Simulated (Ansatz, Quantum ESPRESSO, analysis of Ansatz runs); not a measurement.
# Li2CdCl4 (Imma), nudged elastic band: V_Cd hop (3.8 Å) (q = −2) (Quantum ESPRESSO), part 3 of 3

Wanted: path and barrier of a jump of Cd in Li2CdCl4 (Imma) at charge −2. The case: V_Cd hop (3.8 Å), in a cell of 56 host atoms with 1 Cd taken out.

Quantum ESPRESSO 7.5; Quantum ESPRESSO plane-wave DFT, PBEsol, GBRV 1.5 PBEsol potentials; nudged elastic band between two relaxed defect structures at fixed charge in a uniform background.

So far: The structure; Relaxation of the start point, charge −2; Relaxation of the end point, charge −2.

### Step 4. Nudged elastic band, charge −2

5 movable images are laid between the ends on the band that Ansatz converged, shifted to this program's ends. Each image feels the true force across the path and a spring force along it. The highest image is set to climb to the top of the path.

This step: Quantum ESPRESSO plane-wave DFT, PBEsol, GBRV 1.5 PBEsol potentials; nudged elastic band between two relaxed defect structures at fixed charge in a uniform background.

File neb.in:

```
BEGIN
BEGIN_PATH_INPUT
&PATH
  restart_mode = 'from_scratch'
  string_method = 'neb'
  nstep_path = 45
  ds = 1.5
  opt_scheme = 'broyden'
  num_of_images = 7
  k_max = 0.3
  k_min = 0.2
  CI_scheme = 'auto'
  path_thr = 0.05
/
END_PATH_INPUT
BEGIN_ENGINE_INPUT
&CONTROL
  prefix = 'pwscf'
  outdir = './tmp'
  pseudo_dir = './pseudo'
  disk_io = 'low'
/
&SYSTEM
  ibrav = 0
  nat = 55
  ntyp = 3
  ecutwfc = 40
  ecutrho = 324
  nbnd = 183
  occupations = 'fixed'
  tot_charge = -2
  nosym = .true.
/
&ELECTRONS
  conv_thr = 6d-08
  electron_maxstep = 100
  mixing_beta = 0.5
/
ATOMIC_SPECIES
Li     6.9400 li_pbesol_v1.4.uspp.F.UPF
Cd   112.4140 cd_pbesol_v1.uspp.F.UPF
Cl    35.4500 cl_pbesol_v1.4.uspp.F.UPF
CELL_PARAMETERS angstrom
   0.0000000000    7.6206933794   10.4688316414
   7.3802304228    0.0000000000   10.4688316414
   7.3802304228    7.6206933794    0.0000000000
BEGIN_POSITIONS
FIRST_IMAGE
ATOMIC_POSITIONS crystal
Li     0.1934174584    0.4517949393    0.0485025012
Li     0.4384531393    0.6977652751    0.3048452342
Li     0.6970001466    0.9455747433    0.5545424722
Li     0.9409622305    0.1954705297    0.8024517536
Li     0.1375856766    0.6282465365    0.6361681066
Li     0.3626099023    0.8721248983    0.8638232425
Li     0.6259244711    0.1267523170    0.1217481379
Li     0.8741677590    0.3736013480    0.3782083109
Li     0.1258967285    0.1219875074    0.1265075825
Li     0.3741947804    0.3786234591    0.3731907697
Li     0.5983443359    0.6361046851    0.6279023040
Li     0.9015447719    0.8643628457    0.8720213811
Li     0.0615943307    0.8027430067    0.1948513879
Li     0.3065975895    0.0486382372    0.4514285397
Li     0.5592517063    0.3048346385    0.6972747741
Li     0.8031803541    0.5548488441    0.9451417062
Cd     0.0140008971   -0.0099593563    0.5099453008
Cd     0.2500880003    0.2501927100    0.7497990147
Cd     0.4860842871    0.5103370539   -0.0101439304
Cd     0.7499606922    0.7502358381    0.2499580714
Cd    -0.0014266358    0.5017270342    0.5013069380
Cd     0.5014440490   -0.0011598238   -0.0015304487
Cd     0.7501040164    0.2502057834    0.2498279184
Cl     0.1321903810    0.1228684893    0.8818430923
Cl     0.3852291466    0.3652574282    0.1348112453
Cl     0.6367761998    0.6181619135    0.3772010116
Cl     0.8856089888    0.8690670149    0.6311099464
Cl     0.2480571948    0.7476269238    0.4942999899
Cl     0.4970402266    1.0012433638    0.7525253765
Cl     0.7426803577    0.2530854021    0.0058416115
Cl     0.9964540124    0.4993092060    0.2539572593
Cl     0.1121289952    0.6320775731    0.8683917986
Cl     0.3675015177    0.8893759661    0.1118787346
Cl     0.6169583060    0.1361307547    0.3640866237
Cl     0.8686419456    0.3882622164    0.6107412221
Cl     0.2494181075    0.2465527951    0.0003827187
Cl     0.5013594148    0.4945741632    0.2464640980
Cl     0.7504794436    0.7479190334    0.4984678641
Cl     0.9890425294    1.0066618876    0.7521699717
Cl    -0.0011972593    0.0058461183    0.2532743772
Cl     0.2506484704    0.2539738643    0.4992796110
Cl     0.5110421657    0.4936760657    0.7476556245
Cl     0.7494766442    0.7525482440    1.0014394529
Cl     0.1325734741    0.6111281066    0.3877866518
Cl     0.3878785819    0.8684315151    0.6315850078
Cl     0.6314835755    0.1121643229    0.8891144768
Cl     0.8831726654    0.3643424639    0.1356800900
Cl     0.0031489419    0.4992411039    0.7471856100
Cl     0.2520882191    0.7527883472    1.0055108441
Cl     0.5034907239    0.0011731243    0.2459074616
Cl     0.7574531708    0.2473204667    0.4938962053
Cl     0.1148737783    0.1351208609    0.3650160810
Cl     0.3679444065    0.3775826324    0.6178996601
Cl     0.6145176858    0.6312968996    0.8686933760
Cl     0.8631904190    0.8822854466    0.1226921632
INTERMEDIATE_IMAGE
ATOMIC_POSITIONS crystal
Li     0.1926974926    0.4527735664    0.0474228490
Li     0.4491871772    0.6914396719    0.2944952327
[... 53 atom lines left out ...]
INTERMEDIATE_IMAGE
ATOMIC_POSITIONS crystal
Li     0.1928358283    0.4529104807    0.0472801553
Li     0.4552709146    0.6877215119    0.2901541083
[... 53 atom lines left out ...]
INTERMEDIATE_IMAGE
ATOMIC_POSITIONS crystal
Li     0.1912787784    0.4542035453    0.0459195817
Li     0.4544206365    0.6848649397    0.2941784890
[... 53 atom lines left out ...]
INTERMEDIATE_IMAGE
ATOMIC_POSITIONS crystal
Li     0.1907899723    0.4652772795    0.0349058264
Li     0.4587615664    0.6831671442    0.2948522105
[... 53 atom lines left out ...]
INTERMEDIATE_IMAGE
ATOMIC_POSITIONS crystal
Li     0.1926760948    0.4592245681    0.0409818734
Li     0.4547248595    0.6854602551    0.3000998792
[... 53 atom lines left out ...]
LAST_IMAGE
ATOMIC_POSITIONS crystal
Li     0.1939810502    0.4487462131    0.0514530260
Li     0.4441369231    0.6921886932    0.3101174072
[... 1 atom line left out ...]
Li     0.9463437726    0.1899587568    0.8080508912
Li     0.1124876734    0.6534109886    0.6112795308
[... 6 atom lines left out ...]
Li     0.8769153672    0.8891029225    0.8467736461
[... 1 atom line left out ...]
Li     0.2982934021    0.0577167762    0.4423332731
[... 2 atom lines left out ...]
Cd     0.2389559381   -0.2347071526    0.7350112440
[... 9 atom lines left out ...]
Cl     0.8805292969    0.8641516229    0.6361240998
Cl     0.2554719463    0.7400334460    0.5013377894
[... 3 atom lines left out ...]
Cl     0.1174026294    0.6373346437    0.8628418162
[... 6 atom lines left out ...]
Cl     0.9964659473    0.9992191666    0.7594558480
[... 5 atom lines left out ...]
Cl     0.3842154354    0.8660131449    0.6341200847
[... 6 atom lines left out ...]
Cl     0.1180552882    0.1378697441    0.3619158848
[... 2 atom lines left out ...]
Cl     0.8602290863    0.8833090994    0.1177913186
END_POSITIONS
K_POINTS crystal
1
0.25 0.25 0.25 1.0
END_ENGINE_INPUT
END
```

The run is started by

```
$ OMP_NUM_THREADS=1 mpirun -n 16 neb.x -ni 4 -inp neb.in > neb.out
```

What it wrote:

```text
[shortened: banners, details of potentials and solvers, and blank lines are left out]
[banner, memory and clock lines left out]
     path-images division:  nimage    =       4
     initial path length           =  9.4200 bohr
     initial inter-image distance  =  1.5700 bohr
     string_method                 =    neb
     restart_mode                  =    from_scratch
     opt_scheme                    =    broyden
     num_of_images                 =    7
     nstep_path                    =    45
     CI_scheme                     =    auto
     first_last_opt                =    F
     use_freezing                  =    F
     ds                            =    1.5000 a.u.
     k_max                         =    0.3000 a.u.
     k_min                         =    0.2000 a.u.
     path_thr                      =    0.0500 eV / A
     ------------------------------ iteration   1 ------------------------------
     activation energy (->) =   0.394095 eV
     activation energy (<-) =   0.394412 eV
     image        energy (eV)        error (eV/A)        frozen
         1     -28562.7424637            0.016085            T
         2     -28562.5531363            1.529225            F
         3     -28562.3483692            0.029462            F
         4     -28562.4131336            0.067623            F
         5     -28562.3503769            0.600915            F
         6     -28562.5498922            1.622222            F
         7     -28562.7427812            0.016522            T
     climbing image =  3
     path length          =  9.420 bohr
     inter-image distance =  1.570 bohr
     ------------------------------ iteration   2 ------------------------------
     activation energy (->) =   0.393877 eV
     activation energy (<-) =   0.394195 eV
     image        energy (eV)        error (eV/A)        frozen
         1     -28562.7424637            0.016085            T
         2     -28562.5353298            0.705488            F
         3     -28562.3485864            0.023165            F
         4     -28562.4133813            0.180423            F
         5     -28562.3515169            0.583113            F
         6     -28562.5307452            0.911592            F
         7     -28562.7427812            0.016522            T
     climbing image =  3
     path length          =  9.391 bohr
[...]
------------------------------ iteration   3 ------------------------------
     activation energy (->) =   0.393580 eV
     activation energy (<-) =   0.393897 eV
     image        energy (eV)        error (eV/A)        frozen
         1     -28562.7424637            0.016085            T
         2     -28562.5168763            0.196813            F
         3     -28562.3488839            0.015014            F
         4     -28562.4136509            0.392102            F
         5     -28562.3544336            0.389218            F
         6     -28562.5062937            0.131526            F
         7     -28562.7427812            0.016522            T
     climbing image =  3
     path length          =  9.359 bohr
[...]
------------------------------ iteration   4 ------------------------------
     activation energy (->) =   0.393503 eV
     activation energy (<-) =   0.393821 eV
     image        energy (eV)        error (eV/A)        frozen
         1     -28562.7424637            0.016085            T
         2     -28562.5190014            0.126209            F
         3     -28562.3489603            0.012238            F
         4     -28562.4135520            0.288076            F
         5     -28562.3557484            0.280295            F
         6     -28562.5037291            0.130461            F
         7     -28562.7427812            0.016522            T
     climbing image =  3
     path length          =  9.359 bohr
[...]
------------------------------ iteration   5 ------------------------------
     activation energy (->) =   0.393344 eV
     activation energy (<-) =   0.393662 eV
     image        energy (eV)        error (eV/A)        frozen
         1     -28562.7424637            0.016085            T
         2     -28562.5238909            0.024277            F
         3     -28562.3491196            0.012533            F
         4     -28562.4119738            0.135548            F
         5     -28562.3619741            0.095299            F
         6     -28562.4894558            0.036586            F
         7     -28562.7427812            0.016522            T
     climbing image =  3
     path length          =  9.363 bohr
[...]
------------------------------ iteration   6 ------------------------------
     activation energy (->) =   0.393348 eV
     activation energy (<-) =   0.393666 eV
     image        energy (eV)        error (eV/A)        frozen
         1     -28562.7424637            0.016085            T
         2     -28562.5231975            0.015538            F
         3     -28562.3491154            0.012383            F
         4     -28562.4126089            0.026311            F
         5     -28562.3604582            0.019288            F
         6     -28562.4929184            0.035299            F
         7     -28562.7427812            0.016522            T
     climbing image =  3
     path length          =  9.364 bohr
     inter-image distance =  1.561 bohr
     neb: convergence achieved in   6 iterations
```

It took 27 min on 16 MPI ranks of Intel Xeon 6975P-C (Granite Rapids), shared host; peak memory 13 GiB.

The path, image by image:

| image | path (Å) | energy (eV) | Cd17: x, y, z (Å) |
| --- | --- | --- | --- |
| 0 | 0.000 | 0.0000 | 3.690, 3.993, 0.042 |
| 1 | 0.909 | 0.2193 | 3.689, 4.591, 0.268 |
| 2 | 1.655 | 0.3933 | 3.690, 5.195, 0.550 |
| 3 | 2.421 | 0.3299 | 3.691, 5.649, 0.853 |
| 4 | 3.188 | 0.3820 | 3.691, 6.113, 0.633 |
| 5 | 3.987 | 0.2495 | 3.693, 6.765, 0.304 |
| 6 | 4.955 | -0.0003 | 3.692, 7.422, 0.044 |

Read from the output:

```
barrier forward  : 0.3933 eV
barrier backward : 0.3937 eV
end less start   : -3.17e-4 eV
hop length       : 3.429 Å
```

The band met its tolerance of 0.05 eV/Å after 6 iterations, with image 2 on top (the start counts as 0). Cd17, which moves farthest between the ends, has 6 Cl at 2.53 to 2.74 Å nearest at the start and 3 Cl at 2.40 to 2.51 Å at the top. The path has 2 maxima, and only the highest was climbed.

### Step 5. Summary of results

| Quantity | Value |
| --- | --- |
| barrier forward | 0.39 eV (in doubt, see below) |
| barrier backward | 0.39 eV |
| end less start | 0.00 eV |
| hop length | 3.43 Å |
| band iterations, as the log counts them | 6 |

**Reading.** The top of the band lies 0.39 eV above the start and 0.39 eV above the end, which are alike in energy and neighbours. The path has 2 maxima, and only the highest was climbed. With an assumed prefactor of 1e13 per second it gives one hop a second along this one path at about 150 K; whether such hops link up through the crystal wasn't checked. At the top Cd17 stands 2.40 Å from its nearest Cl, 0.13 Å closer than at the start. The order of the top as a saddle was not checked for all atoms, so a bent path could be lower. No image-charge correction is applied; it largely cancels along a path if the charge stays localised alike. What this leaves open: one k-point off the zone centre stands for the whole zone; spin–orbit coupling, which can matter with heavy atoms, is left out.

[Logs are printed without paths, hosts, clocks, repeated set-up lines and the standing remarks that a program may print on its own settings, such as how far it seeks lower states.]

[Hosts, paths, dates, database ids (printed as entryN), source tags and the programs' standing remarks are cut or masked in the printed files.]
